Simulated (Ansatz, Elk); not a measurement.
# Bonding as seen by X-rays: LiCu2SnAs2

Structure refinements treat a crystal as free atoms side by side. For a made-up structure of LiCu2SnAs2 (cell and positions from a PBEsol relaxation) the runs below show what the calculated density changes in F(hkl).

Calculated with Elk 11.2.3 (patched build); DFT, PBE, all-electron APW+lo, Dirac cores, scalar-relativistic bands, static density, no spin.

The structure was built from a prototype and need not be the compound's stable phase.

**1. The structure**

The structure is trigonal, space group P-3m1 (No. 164). The conventional cell has a = 4.086 Å, b = 4.086 Å, c = 6.932 Å, α = 90.00°, β = 90.00°, γ = 120.00°. Nearest to Sn lie 6 As at 2.99 Å. As has 4 Cu at 2.47 to 2.52 Å and 3 Li at 2.86 Å and 3 Sn at 2.99 Å nearest. Nearest to Cu lie 4 As at 2.47 to 2.52 Å and 3 Li at 2.52 Å. Li has 6 Cu at 2.52 Å and 6 As at 2.86 Å nearest. Farther neighbours are not listed.

**2. Ground state and structure factors**

An all-electron density is needed, since X-rays see the cores too. Task 0 finds the density and task 195 Fourier-transforms it; tshift is off so that phases refer to the origin typed.

Input file elk.in:

```
tasks
  0
  195

xctype
  20

spinpol
  .false.

rgkmax
  7.0

gmaxvr
  14.0

lmaxo
  7

lmaxapw
  8

swidth
  0.002

tshift
  .false.

ramdisk
  .false.

hmaxvr
  5.5

maxscl
  120

epspot
  1e-06

sppath
  './'

avec
  7.72108159581 0.00000000000 -0.00000000000
  -3.86054079790 6.68665280666 -0.00000000000
  -0.00000000000 -0.00000000000 13.09974561869

atoms
  4
  'Sn.in'
  1
  0.0000000000 0.0000000000 0.0000000000   0.000000 0.000000 0.000000
  'As.in'
  2
  0.6666666667 0.3333333333 0.2655355417   0.000000 0.000000 0.000000
  0.3333333333 0.6666666667 0.7344644583   0.000000 0.000000 0.000000
  'Cu.in'
  2
  0.6666666667 0.3333333333 0.6289855697   0.000000 0.000000 0.000000
  0.3333333333 0.6666666667 0.3710144303   0.000000 0.000000 0.000000
  'Li.in'
  1
  -0.0000000000 0.0000000000 0.5000000000   0.000000 0.000000 0.000000

ngridk
  6 6 4
```

The run is started by

```console
$ OMP_NUM_THREADS=4 elk
```

Numbers of over 12 decimals in the logs are rounded to 6 here.

Log:

```text
┌─────────────────────────┐
│ Elk code version 11.2.3 │
└─────────────────────────┘

All units are atomic (Hartree, Bohr, etc.)

┌─────────────────────────────────────────────────┐
│ Ground-state run starting from atomic densities │
└─────────────────────────────────────────────────┘

Lattice vectors :
   7.721081596       0.000000000      -0.000000000
  -3.860540798       6.686652807      -0.000000000
  -0.000000000      -0.000000000       13.09974562

Reciprocal lattice vectors :
  0.8137700954      0.4698303837       0.000000000
   0.000000000      0.9396607673       0.000000000
   0.000000000       0.000000000      0.4796417801

Unit cell volume      :    676.3161809
Brillouin zone volume :   0.3667666403

Muffin-tin inner radius fraction :   0.1000000000E-01

Nuclei treated as point charges

Species : 1 (Sn)
 parameters loaded from : Sn.in
 name : tin
 nuclear charge    :   -50.00000000
 electronic charge :    50.00000000
 atomic mass :    216395.0922
 muffin-tin radius :    2.600000000
 number of radial points in muffin-tin :   1193
 inner part over the whole radius :   0.9914297220E-02
 number on inner part of muffin-tin    :    850
 approximate nuclear radius :   0.8828114845E-04
 number of mesh points to nuclear radius :    428
 atomic positions (lattice), magnetic fields (Cartesian) :
  1 :   0.00000000  0.00000000  0.00000000    0.00000000  0.00000000  0.00000000

Species : 2 (As)
 parameters loaded from : As.in
 name : arsenic
 nuclear charge    :   -33.00000000
 electronic charge :    33.00000000
 atomic mass :    136573.7220
 muffin-tin radius :    2.308501876
 number of radial points in muffin-tin :    993
 inner part over the whole radius :   0.9975118979E-02
 number on inner part of muffin-tin    :    702
 approximate nuclear radius :   0.7712558785E-04
 number of mesh points to nuclear radius :    342
 atomic positions (lattice), magnetic fields (Cartesian) :
  1 :  -0.33333333  0.33333333  0.26553554    0.00000000  0.00000000  0.00000000
  2 :   0.33333333 -0.33333333 -0.26553554    0.00000000  0.00000000  0.00000000

Species : 3 (Cu)
 parameters loaded from : Cu.in
 name : copper
 nuclear charge    :   -29.00000000
 electronic charge :    29.00000000
 atomic mass :    115837.2717
 muffin-tin radius :    2.308501876
 number of radial points in muffin-tin :    993
 inner part over the whole radius :   0.9850367978E-02
 number on inner part of muffin-tin    :    700
 approximate nuclear radius :   0.7406004541E-04
 number of mesh points to nuclear radius :    337
 atomic positions (lattice), magnetic fields (Cartesian) :
  1 :  -0.33333333  0.33333333 -0.37101443    0.00000000  0.00000000  0.00000000
  2 :   0.33333333 -0.33333333  0.37101443    0.00000000  0.00000000  0.00000000

Species : 4 (Li)
 parameters loaded from : Li.in
 name : lithium
 nuclear charge    :   -3.000000000
 electronic charge :    3.000000000
 atomic mass :    12652.66898
 muffin-tin radius :    1.800000000
 number of radial points in muffin-tin :    593
 inner part over the whole radius :   0.9806707936E-02
 number on inner part of muffin-tin    :    401
 approximate nuclear radius :   0.4000070961E-04
 number of mesh points to nuclear radius :    148
 atomic positions (lattice), magnetic fields (Cartesian) :
  1 :   0.00000000  0.00000000  0.50000000    0.00000000  0.00000000  0.00000000

Total number of atoms per unit cell :    6
Total muffin-tin volume :    304.1802959
 ratio of muffin-tin to unit cell volume :   0.4497604885

Spin treatment :
 spin-unpolarised

Number of Bravais lattice symmetries :   24
Number of crystal symmetries         :   12
Crystal has inversion symmetry
Real symmetric eigensolver will be used

k-point grid :      6     6     4
k-point offset :    0.000000000       0.000000000       0.000000000
k-point set is reduced with full crystal symmetry group
Total number of k-points :       24

Muffin-tin radius times maximum |G+k| :    7.000000000
 using average radius
Maximum |G+k| for APW functions       :    3.080532264
[...]
Estimated direct band gap   :   0.9590318512E-02
 at k-point 1

Charges :
 core                        :    90.00000000
 valence                     :    87.00000000
 interstitial                :    8.848894437
 muffin-tins (core leakage)
  species : 1 (Sn)
   atom 1                    :    47.85014048     (  0.6735598195E-04)
  species : 2 (As)
[...]
species : 3 (Cu)
[...]
species : 4 (Li)
   atom 1                    :    2.275295863     (   0.000000000    )
 total in muffin-tins        :    168.1511056
 total calculated charge     :    176.9985711
 total charge                :    177.0000000
 error                       :   0.1428908405E-02

RMS change in Kohn-Sham potential (target) :    4.650302708     (  0.1000000000E-05)
Absolute change in total energy (target)   :    1.029947154     (  0.1000000000E-03)

[... loops 3 to 18 left out ...]

┌──────────────────┐
│ Loop number : 19 │
└──────────────────┘

Energies :
 Fermi                       :     0.247684
 sum of occupied eigenvalues :     -8236.5380310847
 electron kinetic            :      14503.373111469
 core electron kinetic       :      13525.846204563
 Coulomb                     :     -28051.883449028
 Coulomb potential           :     -22127.498411569
 nuclear-nuclear             :     -1725.9305159361
 electron-nuclear            :     -30564.852993434
 Hartree                     :      4238.9000603420
 Madelung                    :     -16988.134243243
 xc potential                :     -612.41273098479
 exchange                    :     -461.52683683069
 correlation                 :     -8.839544
 electron entropic           :    -0.79676551949218E-03
 total energy                :     -14018.877514912

Density of states at Fermi energy :    58.70506524
 (states/Hartree/unit cell)

Estimated indirect band gap :   0.4636318470E-02
 from k-point 3 to k-point 2
Estimated direct band gap   :   0.1095018137E-01
 at k-point 1

Charges :
 core                        :    90.00000000
 valence                     :    87.00000000
 interstitial                :    8.098586948
 muffin-tins (core leakage)
  species : 1 (Sn)
[...]
species : 2 (As)
[...]
species : 3 (Cu)
[...]
species : 4 (Li)
   atom 1                    :    2.197933887     (   0.000000000    )
 total in muffin-tins        :    168.9014131
 total calculated charge     :    176.9986943
 total charge                :    177.0000000
 error                       :   0.1305722037E-02

RMS change in Kohn-Sham potential (target) :   0.6034713405E-06 (  0.1000000000E-05)
Absolute change in total energy (target)   :   0.2519408190E-04 (  0.1000000000E-03)

Convergence targets achieved

┌──────────────────┐
│ Loop number : 20 │
└──────────────────┘

Energies :
 Fermi                       :     0.247684
 sum of occupied eigenvalues :     -8236.5380361521
 electron kinetic            :      14503.373111275
 core electron kinetic       :      13525.846203463
 Coulomb                     :     -28051.883451098
 Coulomb potential           :     -22127.498409562
 nuclear-nuclear             :     -1725.9305159361
 electron-nuclear            :     -30564.852999343
 Hartree                     :      4238.9000641809
 Madelung                    :     -16988.134246317
 xc potential                :     -612.41273786487
 exchange                    :     -461.52683702749
 correlation                 :     -8.839544
 electron entropic           :    -0.79676541180748E-03
 total energy                :     -14018.877517377

Density of states at Fermi energy :    58.70505377
 (states/Hartree/unit cell)

Estimated indirect band gap :   0.4636328745E-02
 from k-point 3 to k-point 2
Estimated direct band gap   :   0.1095019007E-01
 at k-point 1

Charges :
 core                        :    90.00000000
 valence                     :    87.00000000
 interstitial                :    8.098586944
 muffin-tins (core leakage)
  species : 1 (Sn)
[...]
species : 2 (As)
[...]
atom 2                    :    31.27605620     (  0.2486368092E-03)
  species : 3 (Cu)
   atom 1                    :    28.07592591     (  0.2655613395E-03)
   atom 2                    :    28.07592591     (  0.2655613395E-03)
  species : 4 (Li)
   atom 1                    :    2.197933887     (   0.000000000    )
 total in muffin-tins        :    168.9014131
 total calculated charge     :    176.9986943
 total charge                :    177.0000000
 error                       :   0.1305722067E-02

┌──────────────────────────────┐
│ Self-consistent loop stopped │
└──────────────────────────────┘

Warning : core states of species 2 leak from the muffin-tin :   0.2486368092E-03

Warning : core states of species 3 leak from the muffin-tin :   0.2655613395E-03

Wrote STATE.OUT
```

The job ended after 37 s (4 threads of AMD EPYC 7B13 (Zen 3), shared host; peak memory 0.27 GiB; 1.8 min of CPU time).

SFACRHO.OUT:

```text

h k l indices transformed by vhmat matrix:
   1.000000000       0.000000000       0.000000000    
   0.000000000       1.000000000       0.000000000    
   0.000000000       0.000000000       1.000000000    

      h      k      l  multipl.   |H|            Re(F)            Im(F)           |F|

      0      0      0      1   0.0000000       177.00000     -0.26434247E-16   177.00000    
      0      0     -1      2  0.47964178      0.62945691     -0.14315840E-13  0.62945691    
      1     -1      0      6  0.93966077      -8.4755462     -0.29449100E-17   8.4755462    
      0      0      2      2  0.95928356      -13.118654      0.18280201E-13   13.118654    
     -1      1     -1      6   1.0549970       43.573282     -0.84284577E-14   43.573282    
      1     -1     -1      6   1.0549970       77.814372     -0.49259126E-14   77.814372    
      1     -1     -2      6   1.3428281       100.06559      0.26256569E-13   100.06559    
      0     -1     -2      6   1.3428281       37.419537     -0.20671140E-13   37.419537    
      0      0      3      2   1.4389253       86.636222     -0.32182017E-13   86.636222    
     -1      2      0      6   1.6275402       131.34108      0.62114820E-16   131.34108    
     -2      1     -1     12   1.6967449       1.6994458     -0.28356846E-13   1.6994458    
     -1      1      3      6   1.7185658      -51.102531      0.28784177E-13   51.102531    
     -1      0      3      6   1.7185658       76.084165     -0.20490071E-13   76.084165    
      2     -2      0      6   1.8793215      -6.1480599      0.88625711E-17   6.1480599    
     -2      1     -2     12   1.8892094      -10.259234     -0.32461793E-13   10.259234    
      0      0     -4      2   1.9185671       39.586119     -0.15645897E-13   39.586119    
     -2      2      1      6   1.9395633       35.148879      0.25517600E-14   35.148879    
      0      2      1      6   1.9395633       64.093771     -0.21419278E-14   64.093771
```

Elk indexes on the primitive cell of elk.in and gives |H| = 4π sin θ/λ in inverse bohr. Below, one row stands for each form hkl of the conventional cell (m members, Friedel mates merged), F is for one primitive cell and the density is static (no thermal factor). Free-atom factors are Waasmaier and Kirfel's, and R is Σm||F|−|F'||/Σm|F|.

| hkl | m | sin θ/λ (Å⁻¹) | abs F, DFT | neutral atoms | diff. |
| --- | --- | --- | --- | --- | --- |
| 001 | 2 | 0.072 | 0.629 | 0.793 | -0.163 |
| 100 | 6 | 0.141 | 8.476 | 8.567 | -0.091 |
| 002 | 2 | 0.144 | 13.119 | 12.986 | +0.132 |
| 011 | 6 | 0.159 | 43.573 | 44.197 | -0.623 |
| 101 | 6 | 0.159 | 77.814 | 77.596 | +0.218 |
| 102 | 6 | 0.202 | 100.066 | 100.567 | -0.501 |
| 012 | 6 | 0.202 | 37.419 | 36.946 | +0.474 |
| 003 | 2 | 0.216 | 86.636 | 87.210 | -0.573 |
| 110 | 6 | 0.245 | 131.341 | 132.318 | -0.977 |
| 111 | 12 | 0.255 | 1.699 | 1.197 | +0.503 |
| 103 | 6 | 0.258 | 51.102 | 51.908 | -0.805 |
| 013 | 6 | 0.258 | 76.084 | 76.340 | -0.256 |
| 200 | 6 | 0.283 | 6.148 | 6.550 | -0.402 |
| 112 | 12 | 0.284 | 10.259 | 10.495 | -0.236 |

**3. The highest occupied states alone**

An energy window below the Fermi level keeps the highest occupied states, to see at which angles they scatter; shallow core shells can lie inside it and anion s states outside. No new self-consistency is needed.

Changes to elk.in since step 2:

```diff
@@ -1,3 +1,2 @@
 tasks
-  0
   195
@@ -40,2 +39,5 @@
 
+wsfac
+  -0.303560 0.547680
+
 sppath
```

The run is started by

```console
$ OMP_NUM_THREADS=4 elk
```

Log:

```text
┌─────────────────────────────────┐
│ Elk code version 11.2.3 started │
└─────────────────────────────────┘

Info(readinput): the functional depends on the density's gradient
 muffin-tin radial points multiplied by    2.00000
 (not where nrmtscf is given)

┌────────────────────┐
│ Current task : 195 │
└────────────────────┘
Info(checkmt): changed muffin-tin radius of species 2 (As) from   2.4000 to   2.3085
Info(checkmt): changed muffin-tin radius of species 3 (Cu) from   2.4000 to   2.3085

Info(sfacrho): density structure factors written to SFACRHO.OUT

 Energy window :  -0.3035600000      0.5476800000

┌──────────────────┐
│ Elk code stopped │
└──────────────────┘
```

Wall time 11 s (4 threads); peak memory 0.18 GiB.

States within 15 eV below the Fermi level hold 37.00 electrons; any levels below the window count with the cores. Their amplitudes can exceed the total, where window and core parts have opposite phase:

| hkl | sin θ/λ (Å⁻¹) | abs F, window | abs F, all |
| --- | --- | --- | --- |
| 001 | 0.072 | 12.602 | 0.629 |
| 100 | 0.141 | 9.283 | 8.476 |
| 002 | 0.144 | 3.772 | 13.119 |
| 011 | 0.159 | 13.053 | 43.573 |
| 101 | 0.159 | 0.676 | 77.814 |
| 102 | 0.202 | 12.673 | 100.066 |
| 012 | 0.202 | 10.035 | 37.419 |
| 003 | 0.216 | 10.004 | 86.636 |
| 110 | 0.245 | 11.697 | 131.341 |
| 111 | 0.255 | 7.634 | 1.699 |

**4. Another functional**

The difference from free atoms is small, so it is set against the change that LDA (Perdew-Wang) makes.

Changes to elk.in since step 3:

```diff
@@ -1,2 +1,3 @@
 tasks
+  0
   195
@@ -4,3 +5,3 @@
 xctype
-  20
+  3
 
@@ -39,5 +40,2 @@
 
-wsfac
-  -0.303560 0.547680
-
 sppath
```

The run is started by

```console
$ OMP_NUM_THREADS=4 elk
```

Log:

```text
┌─────────────────────────┐
│ Elk code version 11.2.3 │
└─────────────────────────┘

All units are atomic (Hartree, Bohr, etc.)

┌─────────────────────────────────────────────────┐
│ Ground-state run starting from atomic densities │
└─────────────────────────────────────────────────┘

Lattice vectors :
   7.721081596       0.000000000      -0.000000000
  -3.860540798       6.686652807      -0.000000000
  -0.000000000      -0.000000000       13.09974562

Reciprocal lattice vectors :
  0.8137700954      0.4698303837       0.000000000
[...]
atom 2                    :    28.09268497     (  0.2754977356E-03)
  species : 4 (Li)
   atom 1                    :    2.198540929     (   0.000000000    )
 total in muffin-tins        :    168.9810902
 total calculated charge     :    176.9986892
 total charge                :    177.0000000
 error                       :   0.1310769460E-02

┌──────────────────────────────┐
│ Self-consistent loop stopped │
└──────────────────────────────┘

Warning : core states of species 2 leak from the muffin-tin :   0.2498624602E-03

Warning : core states of species 3 leak from the muffin-tin :   0.2754977356E-03

Wrote STATE.OUT
[key lines of the parts left out:]
total energy                :     -14002.301321833
```

It took 20 s on 4 threads; peak memory 0.2 GiB; 57 s of CPU time.

Against the first run R = 0.06 %; the largest change is -0.083 at 300.

**5. A coarser k-mesh**

About half the k-points along each axis test the sampling.

Changes to elk.in since step 4:

```diff
@@ -5,3 +5,3 @@
 xctype
-  3
+  20
 
@@ -66,2 +66,2 @@
 ngridk
-  6 6 4
+  3 3 2
```

The run is started by

```console
$ OMP_NUM_THREADS=4 elk
```

Log:

```text
┌─────────────────────────┐
│ Elk code version 11.2.3 │
└─────────────────────────┘

All units are atomic (Hartree, Bohr, etc.)

┌─────────────────────────────────────────────────┐
│ Ground-state run starting from atomic densities │
└─────────────────────────────────────────────────┘

Lattice vectors :
   7.721081596       0.000000000      -0.000000000
  -3.860540798       6.686652807      -0.000000000
  -0.000000000      -0.000000000       13.09974562

Reciprocal lattice vectors :
  0.8137700954      0.4698303837       0.000000000
[...]
atom 2                    :    28.07151273     (  0.2651974897E-03)
  species : 4 (Li)
   atom 1                    :    2.195283517     (   0.000000000    )
 total in muffin-tins        :    168.9196655
 total calculated charge     :    176.9986338
 total charge                :    177.0000000
 error                       :   0.1366239791E-02

┌──────────────────────────────┐
│ Self-consistent loop stopped │
└──────────────────────────────┘

Warning : core states of species 2 leak from the muffin-tin :   0.2489710283E-03

Warning : core states of species 3 leak from the muffin-tin :   0.2651974897E-03

Wrote STATE.OUT
[key lines of the parts left out:]
total energy                :     -14018.864019253
```

Run time: 23 s. Hardware: 4 threads; peak memory 0.26 GiB; 47 s of CPU time.

Against the first run R = 0.01 %; the largest change is +0.023 at 101.

**6. Settings against the effect**

| run | R against the first run (%) | R against neutral atoms, low angle (%) | wall time |
| --- | --- | --- | --- |
| PBE, rgkmax 7 | 0.00 | 0.95 | 37 s |
| LDA (Perdew-Wang) | 0.06 | 0.94 | 20 s |
| k-mesh 3×3×2 | 0.01 | 0.96 | 23 s |

**7. Results**

| Property | Result |
| --- | --- |
| R against neutral atoms, sin θ/λ < 0.3 Å⁻¹ | 0.95 % |
| R against neutral atoms, 0.3 to 0.72 Å⁻¹ | 0.24 % |

In words: Independent neutral atoms miss the calculated amplitudes by R = 0.95 % below 0.3 Å⁻¹ and 0.24 % from there to 0.72 Å⁻¹; by shells, 1.45 % below 0.15 Å⁻¹ (3 forms), 0.94 % 0.15 to 0.3 (14 forms), 0.29 % 0.3 to 0.45 (27 forms), 0.22 % above 0.45 (105 forms). Bonding, aspherical density and the tables' own atoms all enter these figures, and the runs don't part them. The largest change of an amplitude is -0.98 electrons, at 110. Weak lines can change much in proportion: 111 goes from 1.20 to 1.70. The window's part falls from 37.0 electrons at the origin to at most 4.86 between 0.45 and 0.72 Å⁻¹, where compact states inside the window still scatter. Below 0.3 Å⁻¹ the changes that finished (LDA (Perdew-Wang) and k-mesh 3×3×2) move F by R = 0.03 % at most, against the 0.95 % that separates it from free atoms. The basis has no finished test. These runs have no spin, though d or f shells may be open. Part of the difference isn't bonding: the tables are fits to free atoms and ions calculated by other methods than this functional. Thermal motion, anomalous dispersion and extinction are left out.

[Logs are printed without paths, hosts, clocks, repeated set-up lines and the standing remarks that a program may print on its own settings, such as how far it seeks lower states.]

[Hosts, paths, dates, database ids (printed as entryN), source tags and the programs' standing remarks are cut or masked in the printed files.]
